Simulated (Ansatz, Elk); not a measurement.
**Bonding as seen by X-rays: Fe3RhC**

The structure of Fe3RhC used here is made up (a known structure type with other elements) and was relaxed beforehand with PBE. The aim is the Fourier transform of its all-electron density, F(hkl), set beside the sum over free spherical atoms that refinements use.

Program: Elk 11.2.3 (patched build). Level of theory: DFT, PBE, all-electron APW+lo, Dirac cores, scalar-relativistic bands, static density, ferromagnetic start. Results are calculated unless marked as measured.

The structure was built from a prototype and need not be the compound's stable phase.

### Step 1. The starting structure

The structure is cubic, space group Pm-3m (No. 221). Conventional cell: a = 3.816 Å, b = 3.816 Å, c = 3.816 Å, α = 90.00°, β = 90.00°, γ = 90.00°. Rh has 12 Fe at 2.70 Å nearest. Nearest to Fe lie 2 C at 1.91 Å and 4 Rh at 2.70 Å and 8 Fe at 2.70 Å. C has 6 Fe at 1.91 Å nearest. Farther neighbours are not listed.

### Step 2. Ground state and structure factors

An all-electron density is needed, since X-rays see the cores too. Task 0 finds the density and task 195 Fourier-transforms it; tshift is off so that phases refer to the origin typed.

Input file elk.in:

```
tasks
  0
  195
  196

xctype
  20

spinpol
  .true.

rgkmax
  7.0

gmaxvr
  14.0

lmaxo
  7

lmaxapw
  8

swidth
  0.002

tshift
  .false.

ramdisk
  .false.

hmaxvr
  5.5

maxscl
  120

epspot
  1e-06

reducebf
  0.8

sppath
  './'

avec
  7.21094383250 0.00000000000 -0.00000000000
  0.00000000000 7.21094383250 0.00000000000
  -0.00000000000 0.00000000000 7.21094383250

atoms
  3
  'Rh.in'
  1
  -0.0000000000 0.0000000000 0.0000000000   0.000000 0.000000 -0.045000
  'Fe.in'
  3
  0.5000000000 0.0000000000 0.5000000000   0.000000 0.000000 -0.100000
  0.5000000000 0.5000000000 -0.0000000000   0.000000 0.000000 -0.100000
  0.0000000000 0.5000000000 0.5000000000   0.000000 0.000000 -0.100000
  'C.in'
  1
  0.5000000000 0.5000000000 0.5000000000   0.000000 0.000000 0.000000

ngridk
  5 5 5
```

The run is started by

```sh
OMP_NUM_THREADS=4 elk
```

Numbers of over 12 decimals in the logs are rounded to 6 here.

The program printed:

```text
┌─────────────────────────┐
│ Elk code version 11.2.3 │
└─────────────────────────┘

All units are atomic (Hartree, Bohr, etc.)

┌─────────────────────────────────────────────────┐
│ Ground-state run starting from atomic densities │
└─────────────────────────────────────────────────┘

Lattice vectors :
   7.210943832       0.000000000      -0.000000000
   0.000000000       7.210943832       0.000000000
  -0.000000000       0.000000000       7.210943832

Reciprocal lattice vectors :
  0.8713402092      -0.000000000       0.000000000
  -0.000000000      0.8713402092      -0.000000000
   0.000000000      -0.000000000      0.8713402092

Unit cell volume      :    374.9525731
Brillouin zone volume :   0.6615509033

Muffin-tin inner radius fraction :   0.1000000000E-01

Nuclei treated as point charges

Species : 1 (Rh)
 parameters loaded from : Rh.in
 name : rhodium
 nuclear charge    :   -45.00000000
 electronic charge :    45.00000000
 atomic mass :    187585.2511
 muffin-tin radius :    2.600000000
 number of radial points in muffin-tin :   1193
 inner part over the whole radius :   0.9931673392E-02
 number on inner part of muffin-tin    :    849
 approximate nuclear radius :   0.8524867730E-04
 number of mesh points to nuclear radius :    423
 atomic positions (lattice), magnetic fields (Cartesian) :
  1 :   0.00000000  0.00000000  0.00000000    0.00000000  0.00000000 -0.04500000

Species : 2 (Fe)
 parameters loaded from : Fe.in
 name : iron
 nuclear charge    :   -26.00000000
 electronic charge :    26.00000000
 atomic mass :    101799.2075
 muffin-tin radius :    2.031698238
 number of radial points in muffin-tin :    993
 inner part over the whole radius :   0.9920525729E-02
 number on inner part of muffin-tin    :    697
 approximate nuclear radius :   0.7160107270E-04
 number of mesh points to nuclear radius :    335
 atomic positions (lattice), magnetic fields (Cartesian) :
  1 :   0.50000000  0.00000000  0.50000000    0.00000000  0.00000000 -0.10000000
  2 :   0.50000000  0.50000000  0.00000000    0.00000000  0.00000000 -0.10000000
  3 :   0.00000000  0.50000000  0.50000000    0.00000000  0.00000000 -0.10000000

Species : 3 (C)
 parameters loaded from : C.in
 name : carbon
 nuclear charge    :   -6.000000000
 electronic charge :    6.000000000
 atomic mass :    21894.16674
 muffin-tin radius :    1.523773678
 number of radial points in muffin-tin :    593
 inner part over the whole radius :   0.9952948877E-02
 number on inner part of muffin-tin    :    404
 approximate nuclear radius :   0.4747601631E-04
 number of mesh points to nuclear radius :    168
 atomic positions (lattice), magnetic fields (Cartesian) :
  1 :   0.50000000  0.50000000  0.50000000    0.00000000  0.00000000  0.00000000

Total number of atoms per unit cell :    5
Total muffin-tin volume :    193.8293436
 ratio of muffin-tin to unit cell volume :   0.5169436284

Spin treatment :
 spin-polarised
 global magnetic field (Cartesian) :    0.000000000       0.000000000       0.000000000
 collinear magnetisation in z-direction

Number of Bravais lattice symmetries :   48
Number of crystal symmetries         :   48
Crystal has inversion symmetry
Real symmetric eigensolver will be used

k-point grid :      5     5     5
k-point offset :    0.000000000       0.000000000       0.000000000
k-point set is reduced with full crystal symmetry group
Total number of k-points :       10

Muffin-tin radius times maximum |G+k| :    7.000000000
 using average radius
Maximum |G+k| for APW functions       :    3.425036771
Maximum (1/2)|G+k|²                   :    5.865438441
Maximum |G| for potential and density :    14.00000000
Constant for pseudocharge density :    9
 order of it for each species :   16  16  16
 order of it for pair densities of each species (exact exchange by exxq0 0: 17) :   16   9   4
Radial integration step length :    1

G-vector grid sizes :     35    35    35
Number of G-vectors :    17365

Maximum angular momentum used for
 APW functions            :    8
[...]
total moment                :    7.977827085

RMS change in Kohn-Sham potential (target) :    4.203742122     (  0.1000000000E-05)
Absolute change in total energy (target)   :   0.9018295036     (  0.1000000000E-03)

[... loops 3 to 28 left out ...]

┌──────────────────┐
│ Loop number : 29 │
└──────────────────┘

Energies :
 Fermi                       :     0.369900
 sum of occupied eigenvalues :     -5079.1844480882
 electron kinetic            :      8895.8749010895
 core electron kinetic       :      8318.3411121240
 Coulomb                     :     -17225.406776377
 Coulomb potential           :     -13568.994425494
 nuclear-nuclear             :     -1288.0807530666
 electron-nuclear            :     -18347.169738194
 Hartree                     :      2409.8437148837
 Madelung                    :     -10440.909563630
 xc potential                :     -405.78275927825
 xc effective B-field        :    -0.282161
 external B-field            :      0.000000
 exchange                    :     -305.94355242099
 correlation                 :     -6.256398
 electron entropic           :    -0.15410584594006E-02
 total energy                :     -8641.7333665634
 (external B-field energy excluded from total)

Density of states at Fermi energy :    111.6605810
 (states/Hartree/unit cell)

Estimated indirect band gap :   0.2876481060E-03
 from k-point 4 to k-point 4
Estimated direct band gap   :   0.2876481060E-03
 at k-point 4

Charges :
 core                        :    60.00000000
 valence                     :    69.00000000
 interstitial                :    7.676737834
 muffin-tins (core leakage)
  species : 1 (Rh)
[...]
species : 2 (Fe)
[...]
species : 3 (C)
[...]
total in muffin-tins        :    121.3232622
 total calculated charge     :    128.9992216
 total charge                :    129.0000000
 error                       :   0.7784390073E-03

Moments :
 interstitial                :  -0.6171754271E-01
 muffin-tins
  species : 1 (Rh)
[...]
species : 2 (Fe)
[...]
species : 3 (C)
[...]
total in muffin-tins        :    6.826478379
 total moment                :    6.764760837

RMS change in Kohn-Sham potential (target) :   0.6517004742E-06 (  0.1000000000E-05)
Absolute change in total energy (target)   :   0.2407008651E-05 (  0.1000000000E-03)

Convergence targets achieved

┌──────────────────┐
│ Loop number : 30 │
└──────────────────┘

Energies :
 Fermi                       :     0.369900
 sum of occupied eigenvalues :     -5079.1844405902
 electron kinetic            :      8895.8748965118
 core electron kinetic       :      8318.3411162217
 Coulomb                     :     -17225.406766962
 Coulomb potential           :     -13568.994434558
 nuclear-nuclear             :     -1288.0807530666
 electron-nuclear            :     -18347.169709281
 Hartree                     :      2409.8436953856
 Madelung                    :     -10440.909549683
 xc potential                :     -405.78273633580
 xc effective B-field        :    -0.282163
 external B-field            :      0.000000
 exchange                    :     -305.94355214859
 correlation                 :     -6.256398
 electron entropic           :    -0.15410820388341E-02
 total energy                :     -8641.7333614356
 (external B-field energy excluded from total)

Density of states at Fermi energy :    111.6626984
 (states/Hartree/unit cell)

Estimated indirect band gap :   0.2874835807E-03
 from k-point 4 to k-point 4
Estimated direct band gap   :   0.2874835807E-03
 at k-point 4

Charges :
 core                        :    60.00000000
 valence                     :    69.00000000
 interstitial                :    7.676738385
 muffin-tins (core leakage)
  species : 1 (Rh)
[...]
species : 2 (Fe)
[...]
atom 2                    :    24.20658615     ( -0.2162153638E-06)
   atom 3                    :    24.20658615     ( -0.2162153638E-06)
  species : 3 (C)
   atom 1                    :    4.579333308     (  0.4111338591E-04)
 total in muffin-tins        :    121.3232616
 total calculated charge     :    128.9992216
 total charge                :    129.0000000
 error                       :   0.7784405869E-03

Moments :
 interstitial                :  -0.6171551303E-01
 muffin-tins
  species : 1 (Rh)
[...]
species : 2 (Fe)
[...]
atom 2                    :    2.052457307
   atom 3                    :    2.052457307
  species : 3 (C)
   atom 1                    :  -0.1187546226
 total in muffin-tins        :    6.826473750
 total moment                :    6.764758237

┌──────────────────────────────┐
│ Self-consistent loop stopped │
└──────────────────────────────┘

Wrote STATE.OUT
```

The job ended after 2.7 min (4 threads of Arm Neoverse V2, shared host; peak memory 0.49 GiB; 8.9 min of CPU time).

SFACRHO.OUT:

```text

h k l indices transformed by vhmat matrix:
   1.000000000       0.000000000       0.000000000    
   0.000000000       1.000000000       0.000000000    
   0.000000000       0.000000000       1.000000000    

      h      k      l  multipl.   |H|            Re(F)            Im(F)           |F|

      0      0      0      1   0.0000000       129.00000     -0.26690919E-16   129.00000    
     -1      0      0      6  0.87134021       12.589203      0.14489426E-13   12.589203    
      1     -1      0     12   1.2322611       20.195140     -0.22319279E-14   20.195140    
     -1     -1     -1      8   1.5092055       87.971868     -0.32844022E-13   87.971868    
      0      0     -2      6   1.7426804       88.842943     -0.24551371E-13   88.842943    
     -1     -2      0     24   1.9483759       11.466315      0.21573961E-13   11.466315    
      1     -2      1     24   2.1343389       16.018751      0.20372314E-13   16.018751    
      0      2     -2     12   2.4645223       73.393602      0.33294846E-14   73.393602    
      0     -3      0      6   2.6140206       10.824699      0.42515631E-13   10.824699    
     -1      2     -2     24   2.6140206       10.734615      0.18720838E-13   10.734615    
      3      1      0     24   2.7554197       14.314410     -0.33689587E-14   14.314410    
      1     -3      1     24   2.8899085       62.293405     -0.29104510E-13   62.293405    
     -2      2      2      8   3.0184110       63.917137      0.17301903E-13   63.917137    
     -3      2      0     24   3.1416618       10.249527      0.23170114E-13   10.249527    
     -3      1      2     48   3.2602565       13.471986     -0.15458363E-13   13.471986    
      0     -4      0      6   3.4853608       57.409285     -0.30520773E-13   57.409285    
      2     -2     -3     24   3.5926277       9.8407337      0.11405690E-13   9.8407337    
      4     -1      0     24   3.5926277       9.7910268     -0.29486183E-15   9.7910268
```

Elk indexes on the primitive cell of elk.in and gives |H| = 4π sin θ/λ in inverse bohr. Below, one row stands for each form hkl of the conventional cell (m members, Friedel mates merged), F is for one primitive cell and the density is static (no thermal factor). Free-atom factors are Waasmaier and Kirfel's, and R is Σm||F|−|F'||/Σm|F|. Elk warned that it couldn't find a linearisation energy, which lowers the accuracy of some states in this run and its variants.

```
hkl   m  sin θ/λ (Å⁻¹)  abs F, DFT  neutral atoms   diff.
100   6          0.131      12.589         12.974  -0.385
110  12          0.185      20.195         20.148  +0.047
111   8          0.227      87.972         88.722  -0.750
200   6          0.262      88.843         89.328  -0.486
210  24          0.293      11.466         11.508  -0.042
211  24          0.321      16.019         15.932  +0.087
220  12          0.371      73.394         73.499  -0.105
300   6          0.393      10.825         10.625  +0.200
221  24          0.393      10.735         10.625  +0.110
310  24          0.414      14.314         14.263  +0.051
311  24          0.435      62.293         62.210  +0.083
222   8          0.454      63.917         63.824  +0.093
320  24          0.472      10.249         10.111  +0.139
321  48          0.490      13.472         13.418  +0.054
400   6          0.524      57.409         57.268  +0.141
322  24          0.540       9.841          9.779  +0.061
410  24          0.540       9.791          9.779  +0.012
411  24          0.556      12.996         12.901  +0.095
330  12          0.556      12.889         12.901  -0.012
331  24          0.571      50.563         50.450  +0.113
420  24          0.586      52.654         52.550  +0.104
421  48          0.601       9.481          9.518  -0.037
```

### Step 3. The magnetisation density

The same run holds the spin density, and task 196 transforms it. The order is that of the start, and no other was tried.

SFACMAG_1.OUT:

```text

h k l indices transformed by vhmat matrix:
   1.000000000       0.000000000       0.000000000    
   0.000000000       1.000000000       0.000000000    
   0.000000000       0.000000000       1.000000000    

      h      k      l  multipl.   |H|            Re(F)            Im(F)           |F|

      0      0      0      1   0.0000000       6.7647586     -0.64776859E-17   6.7647586    
     -1      0      0      6  0.87134021      -1.0112267      0.10541135E-14   1.0112267    
      1     -1      0     12   1.2322611      -1.2176007     -0.14194597E-15   1.2176007    
     -1     -1     -1      8   1.5092055       4.6937725     -0.26517259E-14   4.6937725    
      0      0     -2      6   1.7426804       3.9101867     -0.14497446E-14   3.9101867    
     -1     -2      0     24   1.9483759     -0.80533850      0.10574108E-14  0.80533850    
      1     -2      1     24   2.1343389     -0.69162403      0.12045330E-14  0.69162403    
      0      2     -2     12   2.4645223       2.2249451      0.13309665E-15   2.2249451    
      0     -3      0      6   2.6140206     -0.40528228      0.17150399E-14  0.40528228    
     -1      2     -2     24   2.6140206     -0.66259210      0.85039750E-15  0.66259210    
      3      1      0     24   2.7554197     -0.65961580     -0.34964232E-15  0.65961580    
      1     -3      1     24   2.8899085       1.5570056     -0.11350104E-14   1.5570056    
     -2      2      2      8   3.0184110       1.3777954      0.59314787E-15   1.3777954    
     -3      2      0     24   3.1416618     -0.28895087      0.87284682E-15  0.28895087    
     -3      1      2     48   3.2602565     -0.37918505     -0.60375110E-15  0.37918505    
      0     -4      0      6   3.4853608      0.86538030     -0.62335230E-15  0.86538030
```

The total moment is 6.76 μB a cell; sphere moments: Rh1 +0.79, Fe2 +2.05, Fe3 +2.05, Fe4 +2.05, C5 -0.12 μB. Polarised neutrons measure spin and orbital magnetisation together; without spin-orbit coupling the run gives the spin part:

```
hkl  sin θ/λ (Å⁻¹)  abs F_M (μB)
100          0.131         1.011
110          0.185         1.218
111          0.227         4.694
200          0.262         3.910
210          0.293         0.805
211          0.321         0.692
220          0.371         2.225
300          0.393         0.405
221          0.393         0.663
310          0.414         0.660
311          0.435         1.557
222          0.454         1.378
320          0.472         0.289
321          0.490         0.379
```

(Part 1 of 2 ends here.)

[Logs are printed without paths, hosts, clocks, repeated set-up lines and the standing remarks that a program may print on its own settings, such as how far it seeks lower states.]

[Hosts, paths, dates, database ids (printed as entryN), source tags and the programs' standing remarks are cut or masked in the printed files.]
